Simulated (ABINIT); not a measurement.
# A GW chain in ABINIT: TaAgO3 (Pm-3m), part 2 of 3

Aim: the G0W0 gap of TaAgO3 (Pm-3m) on PBEsol, step by step.

ABINIT 10.8.3; PBEsol and many-body steps on it, plane waves. Known limits of the many-body steps: not at the basis limit; d shell near the gap, gap tends to lie low; no spin-orbit coupling; coarse k mesh.

So far. Step 2 (Ground state): The gap is indirect, with the least direct gap 0.58 eV higher.

## 3. Bands along the symmetry lines

Level of this step: DFT, PBEsol, plane waves, norm-conserving pseudopotentials (ABINIT).

The cheap functional maps the bands first; the places of the edges decide which points the dearer methods must see.

Input file run.abi:

```
acell 3*1.0 Angstrom
rprim 
  3.999370000000 0.000000000000 0.000000000000
  0.000000000000 3.999370000000 0.000000000000
  0.000000000000 0.000000000000 3.999370000000
ntypat 3
znucl 73 47 8
natom 5
typat 1 2 3 3 3
xred 
  0.000000000000 0.000000000000 0.000000000000
  0.500000000000 0.500000000000 0.500000000000
  0.000000000000 0.000000000000 0.500000000000
  0.000000000000 0.500000000000 0.000000000000
  0.500000000000 0.000000000000 0.000000000000
pp_dirpath "pseudos"
pseudos "Ta.upf, Ag.upf, O.upf"
ecut 37
iscf -2
irdden 1
kptopt 0
nkpt 50
kpt 
  0.00000000 0.00000000 0.00000000
  0.00000000 0.06250000 0.00000000
  0.00000000 0.12500000 0.00000000
  0.00000000 0.18750000 0.00000000
  0.00000000 0.25000000 0.00000000
  0.00000000 0.31250000 0.00000000
  0.00000000 0.37500000 0.00000000
  0.00000000 0.43750000 0.00000000
  0.00000000 0.50000000 0.00000000
  0.06250000 0.50000000 0.00000000
  0.12500000 0.50000000 0.00000000
  0.18750000 0.50000000 0.00000000
  0.25000000 0.50000000 0.00000000
  0.31250000 0.50000000 0.00000000
  0.37500000 0.50000000 0.00000000
  0.43750000 0.50000000 0.00000000
  0.50000000 0.50000000 0.00000000
  0.43750000 0.43750000 0.00000000
  0.37500000 0.37500000 0.00000000
  0.31250000 0.31250000 0.00000000
  0.25000000 0.25000000 0.00000000
  0.18750000 0.18750000 0.00000000
  0.12500000 0.12500000 0.00000000
  0.06250000 0.06250000 0.00000000
  0.00000000 0.00000000 0.00000000
  0.06250000 0.06250000 0.06250000
  0.12500000 0.12500000 0.12500000
  0.18750000 0.18750000 0.18750000
  0.25000000 0.25000000 0.25000000
  0.31250000 0.31250000 0.31250000
  0.37500000 0.37500000 0.37500000
  0.43750000 0.43750000 0.43750000
  0.50000000 0.50000000 0.50000000
  0.43750000 0.50000000 0.43750000
  0.37500000 0.50000000 0.37500000
  0.31250000 0.50000000 0.31250000
  0.25000000 0.50000000 0.25000000
  0.18750000 0.50000000 0.18750000
  0.12500000 0.50000000 0.12500000
  0.06250000 0.50000000 0.06250000
  0.00000000 0.50000000 0.00000000
  0.50000000 0.50000000 0.50000000
  0.50000000 0.50000000 0.43750000
  0.50000000 0.50000000 0.37500000
  0.50000000 0.50000000 0.31250000
  0.50000000 0.50000000 0.25000000
  0.50000000 0.50000000 0.18750000
  0.50000000 0.50000000 0.12500000
  0.50000000 0.50000000 0.06250000
  0.50000000 0.50000000 0.00000000
istwfk *1
nband 32
nbdbuf 2
tolwfr 1e-08
nstep 40
prtwf 0
prtvol 0
indata_prefix "in"
outdata_prefix "out"
tmpdata_prefix "tmp"
```

Launch:

```console
$ OMP_NUM_THREADS=1 mpirun -n 4 abinit run.abi > log
```

Numbers of over 12 decimals in the logs are rounded to 6 here.

What it wrote:

```text
.Version 10.8.3 of ABINIT. v10.8.2 released Aug 2026.

 Symmetries : space group Pm -3 m (#221); Bravais cP (primitive cubic)
[... echo of the input left out ...]
== DATASET  1 ==================================================================
-   mpi_nproc: 4, omp_nthreads: 1 (-1 if OMP is not activated)

--- !DatasetInfo
iteration_state: {dtset: 1, }
dimensions: {natom: 5, nkpt: 50, mband: 32, nsppol: 1, nspinor: 1, nspden: 1, mpw: 4697, }
cutoff_energies: {ecut:  37.0, pawecutdg:  -1.0, }
electrons: {nelect:   5.00000000E+01, charge:   0.00000000E+00, occopt:   1.00000000E+00, tsmear:   1.00000000E-02, }

 Real(R)+Recip(G) space primitive vectors, cartesian coordinates (Bohr,Bohr^-1):
 R(1)=  7.5577140  0.0000000  0.0000000  G(1)=  0.1323151  0.0000000  0.0000000
 R(2)=  0.0000000  7.5577140  0.0000000  G(2)=  0.0000000  0.1323151  0.0000000
 R(3)=  0.0000000  0.0000000  7.5577140  G(3)=  0.0000000  0.0000000  0.1323151
 Unit cell volume ucvol=  4.3168937E+02 bohr^3
 Angles (23,13,12)=  9.00000000E+01  9.00000000E+01  9.00000000E+01 degrees

 getcut: wavevector=  0.0000  0.0000  0.0000  ngfft=  45  45  45
         ecut(hartree)=     37.000   => boxcut(ratio)=   2.12616

--- Pseudopotential description ------------------------------------------------
- Ta Generated using ONCVPSP code by D. R. Hamann
- 73.00000  13.00000  180301                  znucl, zion, pspdat
12 -116133 3 -1 1432                          pspcod,pspxc,lmax,lloc,mmax
     nproj     2     2     2     2
  pspatm : epsatm=   21.70780620
         --- l  ekb(1:nproj) -->
             0   11.480337    1.447149
             1    5.630373    0.817168
             2    1.844704    0.232364
[...]
pspatm: atomic psp has been read  and splines computed

- Ag Generated using ONCVPSP code by D. R. Hamann
- 47.00000  19.00000  180301                  znucl, zion, pspdat
12 -116133 2 -1 1538                          pspcod,pspxc,lmax,lloc,mmax
     nproj     2     2     2     0
  pspatm : epsatm=   27.64581140
         --- l  ekb(1:nproj) -->
[...]
pspatm: atomic psp has been read  and splines computed

- O Generated using ONCVPSP code by D. R. Hamann
-  8.00000   6.00000  180301                  znucl, zion, pspdat
12 -116133 2 -1 936                           pspcod,pspxc,lmax,lloc,mmax
     nproj     2     2     1     0
  pspatm : epsatm=    6.22910120
         --- l  ekb(1:nproj) -->
[...]
2   -1.335834
 pspatm: atomic psp has been read  and splines computed

--------------------------------------------------------------------------------

================================================================================
 prteigrs : about to open file out_EIG
 Non-SCF case, kpt    1 (  0.00000  0.00000  0.00000), residuals and eigenvalues=
  6.54E-09  3.33E-09  1.74E-09  5.32E-09  6.28E-09  3.05E-09  3.55E-09  5.34E-09
[...]
Non-SCF case, kpt   49 (  0.50000  0.50000  0.06250), residuals and eigenvalues=
[...]
5.2350E-01  5.2350E-01
 Non-SCF case, kpt   50 (  0.50000  0.50000  0.00000), residuals and eigenvalues=
[...]
1.4814E-01  1.6626E-01  1.7311E-01  1.7632E-01  2.0218E-01  2.0218E-01
  2.2261E-01  3.9502E-01  3.9502E-01  4.1111E-01  4.4684E-01  4.9360E-01
  5.2155E-01  5.2155E-01

--- !ResultsGS
iteration_state: {dtset: 1, }
comment   : Summary of ground state results
lattice_vectors:
- [  7.5577140,   0.0000000,   0.0000000, ]
- [  0.0000000,   7.5577140,   0.0000000, ]
- [  0.0000000,   0.0000000,   7.5577140, ]
lattice_lengths: [   7.55771,    7.55771,    7.55771, ]
lattice_angles: [ 90.000,  90.000,  90.000, ] # degrees, (23, 13, 12)
lattice_volume:   4.3168937E+02
convergence: {deltae:  0.000E+00, res2:  0.000E+00, residm:  9.993E-09, diffor:  0.000E+00, }
etotal    :  -2.69555367E+02
entropy   :   0.00000000E+00
fermie    :   2.22611329E-01
cartesian_stress_tensor: null
pressure_GPa: null
xred      :
- [  0.0000E+00,   0.0000E+00,   0.0000E+00, Ta]
- [  5.0000E-01,   5.0000E-01,   5.0000E-01, Ag]
- [  0.0000E+00,   0.0000E+00,   5.0000E-01,  O]
- [  0.0000E+00,   5.0000E-01,   0.0000E+00,  O]
- [  5.0000E-01,   0.0000E+00,   0.0000E+00,  O]
cartesian_forces: null
force_length_stats: {min: null, max: null, mean: null, }

 Integrated electronic density in atomic spheres:
 ------------------------------------------------
 Atom  Sphere_radius  Integrated_density
[...]
================================================================================

 ----iterations are completed or convergence reached----

 Mean square residual over all n,k,spin=   51.145E-10; max=  99.932E-10
 reduced coordinates (array xred) for    5 atoms
[...]
0.000000000000      0.500000000000      0.000000000000
       0.500000000000      0.000000000000      0.000000000000

 cartesian coordinates (angstrom) at end:
    1      0.000000     0.000000     0.000000
    2      1.999685     1.999685     1.999685
    3      0.000000     0.000000     1.999685
    4      0.000000     1.999685     0.000000
    5      1.999685     0.000000     0.000000
 length scales=  1.889726125908  1.889726125908  1.889726125908 bohr
              =  1.000000000000  1.000000000000  1.000000000000 angstroms
 prteigrs : about to open file out_EIG
 Eigenvalues (hartree) for nkpt=  50  k points:
 kpt#   1, nband= 32, wtk=  1.00000, kpt=  0.0000  0.0000  0.0000 (reduced coord)
[...]
kpt#   2, nband= 32, wtk=  1.00000, kpt=  0.0000  0.0625  0.0000 (reduced coord)
[...]
kpt#   3, nband= 32, wtk=  1.00000, kpt=  0.0000  0.1250  0.0000 (reduced coord)
[...]
kpt#  49, nband= 32, wtk=  1.00000, kpt=  0.5000  0.5000  0.0625 (reduced coord)
[...]
kpt#  50, nband= 32, wtk=  1.00000, kpt=  0.5000  0.5000  0.0000 (reduced coord)
[...]
0.13867    0.13867    0.14814    0.16626    0.17311    0.17632    0.20218    0.20218
   0.22261    0.39502    0.39502    0.41111    0.44684    0.49360    0.52155    0.52155

== END DATASET(S) ==============================================================
================================================================================

 -outvars: echo values of variables after computation  --------
            nband          32
             nkpt          50
          spgroup         221
 [... the other variables as echoed above ...]

 Calculation completed.
```

Elapsed: 42 s, on 4 MPI ranks of Arm Neoverse V2, shared host; peak memory 0.38 GiB; 2.8 min of CPU time.

Numbers from this step:

```yaml
gap: 1.588 eV
k_of_the_valence_top: 0.5, 0.5, 0
k_of_the_conduction_bottom: 0, 0, 0
least_direct_gap: 2.171 eV
```

The gap is 1.588 eV, as in the run before at this level.

Electronic bands along the path, in eV, zero at the top of the highest filled band:

```
    point  band 22  band 23  band 24  band 25  band 26  band 27  band 28  band 29
        Γ    -1.37    -1.12    -1.12    -1.12     1.59     2.16     2.16     2.16
  halfway    -1.43    -0.59    -0.58    -0.58     2.08     2.88     3.45     3.45
        X    -1.36    -0.24    -0.17    -0.17     2.00     4.63     4.63     4.83
  halfway    -0.97    -0.75    -0.45    -0.28     3.42     4.66     4.71     5.41
        M    -1.26    -0.56    -0.56     0.00     4.69     4.69     5.13     6.10
  halfway    -1.07    -0.70    -0.63    -0.54     3.38     3.44     3.49     4.54
        Γ    -1.37    -1.12    -1.12    -1.12     1.59     2.16     2.16     2.16
  halfway    -1.21    -0.88    -0.21    -0.21     3.41     4.33     4.33     4.75
        R    -1.26    -0.33    -0.33    -0.33     3.32     6.04     6.04     6.04
  halfway    -1.07    -0.41    -0.34    -0.25     4.15     4.46     5.20     5.32
        X    -1.36    -0.24    -0.17    -0.17     2.00     4.63     4.63     4.83
jump to R    -1.26    -0.33    -0.33    -0.33     3.32     6.04     6.04     6.04
  halfway    -1.25    -0.36    -0.36    -0.15     4.13     5.20     5.20     6.07
        M    -1.26    -0.56    -0.56     0.00     4.69     4.69     5.13     6.10
```

## 4. Empty states on the mesh, 2×2×2 mesh, 73 bands

The sums over transitions need many empty states on a uniform mesh; this step solves for them.

Input file run.abi:

```
acell 3*1.0 Angstrom
rprim 
  3.999370000000 0.000000000000 0.000000000000
  0.000000000000 3.999370000000 0.000000000000
  0.000000000000 0.000000000000 3.999370000000
ntypat 3
znucl 73 47 8
natom 5
typat 1 2 3 3 3
xred 
  0.000000000000 0.000000000000 0.000000000000
  0.500000000000 0.500000000000 0.500000000000
  0.000000000000 0.000000000000 0.500000000000
  0.000000000000 0.500000000000 0.000000000000
  0.500000000000 0.000000000000 0.000000000000
pp_dirpath "pseudos"
pseudos "Ta.upf, Ag.upf, O.upf"
ecut 37
ngkpt 2 2 2
nshiftk 1
shiftk 0 0 0
kptopt 1
chksymbreak 0
iscf -2
irdden 1
istwfk *1
nband 73
nbdbuf 6
tolwfr 1e-09
nstep 60
prtvol 0
indata_prefix "in"
outdata_prefix "out"
tmpdata_prefix "tmp"
```

What it wrote:

```text
.Version 10.8.3 of ABINIT. v10.8.2 released Aug 2026.

 Symmetries : space group Pm -3 m (#221); Bravais cP (primitive cubic)
[... echo of the input left out ...]
== DATASET  1 ==================================================================
-   mpi_nproc: 4, omp_nthreads: 1 (-1 if OMP is not activated)

--- !DatasetInfo
iteration_state: {dtset: 1, }
dimensions: {natom: 5, nkpt: 4, mband: 73, nsppol: 1, nspinor: 1, nspden: 1, mpw: 4697, }
cutoff_energies: {ecut:  37.0, pawecutdg:  -1.0, }
electrons: {nelect:   5.00000000E+01, charge:   0.00000000E+00, occopt:   1.00000000E+00, tsmear:   1.00000000E-02, }

 Real(R)+Recip(G) space primitive vectors, cartesian coordinates (Bohr,Bohr^-1):
 R(1)=  7.5577140  0.0000000  0.0000000  G(1)=  0.1323151  0.0000000  0.0000000
 R(2)=  0.0000000  7.5577140  0.0000000  G(2)=  0.0000000  0.1323151  0.0000000
 R(3)=  0.0000000  0.0000000  7.5577140  G(3)=  0.0000000  0.0000000  0.1323151
 Unit cell volume ucvol=  4.3168937E+02 bohr^3
 Angles (23,13,12)=  9.00000000E+01  9.00000000E+01  9.00000000E+01 degrees

 getcut: wavevector=  0.0000  0.0000  0.0000  ngfft=  45  45  45
         ecut(hartree)=     37.000   => boxcut(ratio)=   2.12616

--- Pseudopotential description ------------------------------------------------
- Ta Generated using ONCVPSP code by D. R. Hamann
- 73.00000  13.00000  180301                  znucl, zion, pspdat
12 -116133 3 -1 1432                          pspcod,pspxc,lmax,lloc,mmax
     nproj     2     2     2     2
  pspatm : epsatm=   21.70780620
         --- l  ekb(1:nproj) -->
             0   11.480337    1.447149
             1    5.630373    0.817168
             2    1.844704    0.232364
[...]
pspatm: atomic psp has been read  and splines computed

- Ag Generated using ONCVPSP code by D. R. Hamann
- 47.00000  19.00000  180301                  znucl, zion, pspdat
12 -116133 2 -1 1538                          pspcod,pspxc,lmax,lloc,mmax
     nproj     2     2     2     0
  pspatm : epsatm=   27.64581140
         --- l  ekb(1:nproj) -->
[...]
pspatm: atomic psp has been read  and splines computed

- O Generated using ONCVPSP code by D. R. Hamann
-  8.00000   6.00000  180301                  znucl, zion, pspdat
12 -116133 2 -1 936                           pspcod,pspxc,lmax,lloc,mmax
     nproj     2     2     1     0
  pspatm : epsatm=    6.22910120
         --- l  ekb(1:nproj) -->
[...]
2   -1.335834
 pspatm: atomic psp has been read  and splines computed

--------------------------------------------------------------------------------

================================================================================
 prteigrs : about to open file out_EIG
 Non-SCF case, kpt    1 (  0.00000  0.00000  0.00000), residuals and eigenvalues=
  2.84E-10  5.95E-10  3.14E-10  4.60E-10  8.06E-10  1.60E-10  2.78E-10  4.60E-10
  1.80E-10  7.90E-11  1.77E-10  1.38E-10  1.00E-10  6.50E-10  2.01E-10  7.58E-10
  4.87E-10  6.31E-10  7.63E-10  2.03E-10  2.20E-10  5.22E-10  8.66E-11  1.17E-10
[...]
2.00E-07
 -3.0455E+00 -2.2732E+00 -1.7063E+00 -1.7063E+00 -1.7063E+00 -1.0413E+00
 -1.0413E+00 -1.0413E+00 -4.3258E-01 -4.0214E-01 -4.0214E-01  1.0850E-01
  1.0850E-01  1.0850E-01  1.6158E-01  1.6158E-01  1.6477E-01  1.6477E-01
[...]
1.5434E+00  1.5434E+00  1.5434E+00  1.5694E+00  1.5694E+00  1.6199E+00
  1.6612E+00  1.6612E+00  1.6612E+00  1.6788E+00  1.7577E+00  1.7577E+00
  1.7577E+00
 prteigrs : prtvol=0 or 1, do not print more k-points.

--- !ResultsGS
iteration_state: {dtset: 1, }
comment   : Summary of ground state results
lattice_vectors:
- [  7.5577140,   0.0000000,   0.0000000, ]
- [  0.0000000,   7.5577140,   0.0000000, ]
- [  0.0000000,   0.0000000,   7.5577140, ]
lattice_lengths: [   7.55771,    7.55771,    7.55771, ]
lattice_angles: [ 90.000,  90.000,  90.000, ] # degrees, (23, 13, 12)
lattice_volume:   4.3168937E+02
convergence: {deltae:  0.000E+00, res2:  0.000E+00, residm:  9.813E-10, diffor:  0.000E+00, }
etotal    :  -2.69555367E+02
entropy   :   0.00000000E+00
fermie    :   2.22611329E-01
cartesian_stress_tensor: null
pressure_GPa: null
xred      :
- [  0.0000E+00,   0.0000E+00,   0.0000E+00, Ta]
- [  5.0000E-01,   5.0000E-01,   5.0000E-01, Ag]
- [  0.0000E+00,   0.0000E+00,   5.0000E-01,  O]
- [  0.0000E+00,   5.0000E-01,   0.0000E+00,  O]
- [  5.0000E-01,   0.0000E+00,   0.0000E+00,  O]
cartesian_forces: null
force_length_stats: {min: null, max: null, mean: null, }

 Integrated electronic density in atomic spheres:
 ------------------------------------------------
 Atom  Sphere_radius  Integrated_density
[...]
================================================================================

 ----iterations are completed or convergence reached----

 Mean square residual over all n,k,spin=   40.734E-11; max=  98.126E-11
 reduced coordinates (array xred) for    5 atoms
[...]
0.000000000000      0.500000000000      0.000000000000
       0.500000000000      0.000000000000      0.000000000000

 cartesian coordinates (angstrom) at end:
    1      0.000000     0.000000     0.000000
    2      1.999685     1.999685     1.999685
    3      0.000000     0.000000     1.999685
    4      0.000000     1.999685     0.000000
    5      1.999685     0.000000     0.000000
 length scales=  1.889726125908  1.889726125908  1.889726125908 bohr
              =  1.000000000000  1.000000000000  1.000000000000 angstroms
 prteigrs : about to open file out_EIG
 Eigenvalues (hartree) for nkpt=   4  k points:
 kpt#   1, nband= 73, wtk=  0.12500, kpt=  0.0000  0.0000  0.0000 (reduced coord)
[...]
1.47445    1.47445    1.47445    1.51784    1.54338    1.54338    1.54338    1.56940
   1.56940    1.61989    1.66123    1.66123    1.66123    1.67881    1.75774    1.75774
   1.75774
 prteigrs : prtvol=0 or 1, do not print more k-points.

== END DATASET(S) ==============================================================
================================================================================

 -outvars: echo values of variables after computation  --------
            nband          73
             nkpt           4
          spgroup         221
 [... the other variables as echoed above ...]

 Calculation completed.
```

It took 9.9 s on 4 MPI ranks; peak memory 0.29 GiB; 39 s of CPU time.

This step gave:

```yaml
gap: 1.588 eV
k_of_the_valence_top: 0.5, 0.5, 0
k_of_the_conduction_bottom: 0, 0, 0
least_direct_gap: 2.171 eV
k_points_computed: 4
lowest_point_of_the_top_converged_band_above_the_valence_top: 37.15 eV
```

On this mesh the gap is 1.588 eV.

## 5. Screening, 2×2×2 mesh, 67 bands, screening to 106.1 eV

The RPA dielectric matrix is built and inverted for each q.

This step: RPA screening on PBEsol, plane waves, norm-conserving pseudopotentials.

run.abi, as its differences from that of step 4:

```diff
@@ -23,10 +23,11 @@
 chksymbreak 0
-iscf -2
-irdden 1
 istwfk *1
-nband 73
-nbdbuf 6
-tolwfr 1e-09
-nstep 60
-prtvol 0
+occopt 1
+irdwfk 1
+optdriver 3
+nband 67
+ecuteps 3.9
+inclvkb 2
+awtr 1
+symchi 1
 indata_prefix "in"
```

What it wrote:

```text
.Version 10.8.3 of ABINIT. v10.8.2 released Aug 2026.

 Symmetries : space group Pm -3 m (#221); Bravais cP (primitive cubic)
[... echo of the input left out ...]
== DATASET  1 ==================================================================
-   mpi_nproc: 4, omp_nthreads: 1 (-1 if OMP is not activated)

--- !DatasetInfo
iteration_state: {dtset: 1, }
dimensions: {natom: 5, nkpt: 4, mband: 67, nsppol: 1, nspinor: 1, nspden: 1, mpw: 4697, }
cutoff_energies: {ecut:  37.0, pawecutdg:  -1.0, }
electrons: {nelect:   5.00000000E+01, charge:   0.00000000E+00, occopt:   1.00000000E+00, tsmear:   1.00000000E-02, }

 SCREENING: Calculation of the susceptibility and dielectric matrices

 Based on a program developped by R.W. Godby, V. Olevano, G. Onida, and L. Reining.
 Incorporated in ABINIT by V. Olevano, G.-M. Rignanese, and M. Torrent.
.Using double precision arithmetic ; gwpc =  8

[... cell and pseudopotentials left out ...]
--------------------------------------------------------------------------------

 ==== K-mesh for the wavefunctions ====
 Number of points in the irreducible wedge :     4
[... list of points left out ...]
 Together with 48 symmetry operations and time-reversal symmetry
 yields     8 points in the full Brillouin Zone.

 ==== Q-mesh for the screening function ====
 Number of points in the irreducible wedge :     4
[... list of points left out ...]
 Together with 48 symmetry operations and time-reversal symmetry
 yields     8 points in the full Brillouin Zone.

 setmesh: FFT mesh size selected  =    27x   27x   27
          total number of points  =        19683

 vcoul_init : cutoff-mode = AUXILIARY_FUNCTION
 q-points for optical limit:   1
     1)      0.000010    0.000020    0.000030

- screening: taking advantage of time-reversal symmetry
- Maximum band index for partially occupied states nbvw = 25
- Remaining bands to be divided among processors   nbcw = 42
- Number of bands treated by each node ~10

 Number of electrons calculated from density =   50.0000; Expected =   50.0000
 average of density, n =  0.115824
 r_s =    1.2726
 omega_plasma =   32.8288 [eV]

 calculating chi0 at frequencies [eV] :
  1    0.000000E+00    0.000000E+00
  2    0.000000E+00    3.282879E+01

--------------------------------------------------------------------------------
  q-point number  1        q = ( 0.000000, 0.000000, 0.000000) [r.l.u.]
--------------------------------------------------------------------------------
[... chi0 elements left out ...]
 For q-point:  0.000010 0.000020 0.000030
  dielectric constant =  11.4454
  dielectric constant without local fields =  11.9835

  Average fulfillment of the sum rule on Im[epsilon] for q-point    1 :     36.84  [%]
[... wings left out ...]
  q-point number  2        q = ( 0.500000, 0.000000, 0.000000) [r.l.u.]
--------------------------------------------------------------------------------
[... chi0 elements left out ...]
  Average fulfillment of the sum rule on Im[epsilon] for q-point    2 :     47.55  [%]

 [... 2 further q-points ...]
```

Run time: 7.4 s. Hardware: 4 MPI ranks; peak memory 0.62 GiB.

This step gave:

- ε∞ with local fields, on this mesh, along the program's q direction: 11.45
- the same without local fields: 11.98
- plasma frequency: 32.83 eV
- plane waves in the screening matrix: 171

Local fields lower ε∞ by 4 %. On a Γ-centred mesh this coarse the value itself is usually too large, while a short band sum pulls it down.

[end of part 2 of 3]

[Paths, hosts, dates, memory and timing lines, banners, echoed tables and standing remarks are left out of the program output.]

[Logs are printed without paths, hosts, clocks, repeated set-up lines and the standing remarks that a program may print on its own settings, such as how far it seeks lower states.]

[Runs of the session that timed out or met a known fault of the program may be left out.]

[Hosts, paths, dates, database ids (printed as entryN), source tags and the programs' standing remarks are cut or masked in the printed files.]

[G0W0 gaps are taken among the corrected bands and points alone; a level outside them can change the order at an edge.]

[Where Ansatz stands beside ABINIT at settings called matched, ABINIT's density can come from a denser mesh and the files from another edition; pairs whose starting gaps differed by over 0.03 eV were left out, so agreement reads better than it is.]
